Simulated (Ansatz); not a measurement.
# BP (F-43m): refractive index against wavelength

The refractive index of BP (F-43m) below the direct gap (3.40 eV on the mesh) is read from one computed spectrum, n = √(Re ε).

It takes space group F-43m (No. 216, cubic). Conventional cell: a = 4.538 Å, b = 4.538 Å, c = 4.538 Å, α = 90.00°, β = 90.00°, γ = 90.00°. P on site c has 4 B at 1.97 Å as nearest neighbours. B on site a is surrounded by 4 P at 1.97 Å.

Method: Ansatz 0.2.0, PBE, independent particles, k-mesh 12×12×12 with interpolation inside its cells, Gaussian parameter 0.15 eV.

Launch of the response step: `ansatz run input.yaml --threads 4 --pin off --max-ram 8192MiB --backend cpu --events-out ev --progress --plain --runs-dir out`. The run took 3 s, on 4 threads of Arm Neoverse V2, with other jobs on the host.

| wavelength (nm) | photon energy E (eV) | n |
| --- | --- | --- |
| 1550 | 0.800 | 3.1078 |
| 1310 | 0.946 | 3.1187 |
| 1064 | 1.165 | 3.1387 |
| 850 | 1.459 | 3.1736 |
| 700 | 1.771 | 3.2222 |
| 633 | 1.959 | 3.2581 |
| 532 | 2.331 | ? |

In the single-oscillator model n² − 1 = E₀E_d/(E₀² − E²), so 1/(n² − 1) = E₀/E_d − E²/(E₀E_d) is linear in E².

Working, on the rows shown:

| x = E² (eV²) | y = 1/(n² − 1) |
| --- | --- |
| 0.639837 | 0.115495 |
| 0.895757 | 0.114596 |
| 1.35784 | 0.112976 |
| 2.12762 | 0.110232 |
| 3.13716 | 0.106581 |
| 3.83641 | 0.104002 |

Means: x̄ = 1.9991, ȳ = 0.11065. Σ(x − x̄)(y − ȳ) = -0.02933, Σ(x − x̄)² = 8.164. Slope = -0.02933 / 8.164 = -0.003593; intercept = ȳ − slope · x̄ = 0.11783. Turned back into n, the line misses the rows shown by at most 0.00062.

**Question.** Fill in the last column of the withheld row.

**Answer.** At x = 5.4314 the line gives y = 0.098315, that is 3.3424. The run gave 3.3483, so the extrapolation is off by 0.0059, 2 % of the range in the table.

Refitted with all rows, the slope is -0.003655 and the intercept 0.11793. These give E₀ = √(intercept/−slope) = 5.68 eV and E_d = E₀/intercept = 48.2 eV; E₀ is 1.7 times the direct gap. The electronic limit at long wavelengths, without lattice vibrations, is n = √(1 + 1/intercept) = 3.079. Excitons are left out and so are local fields; PBE gaps are as a rule too small.
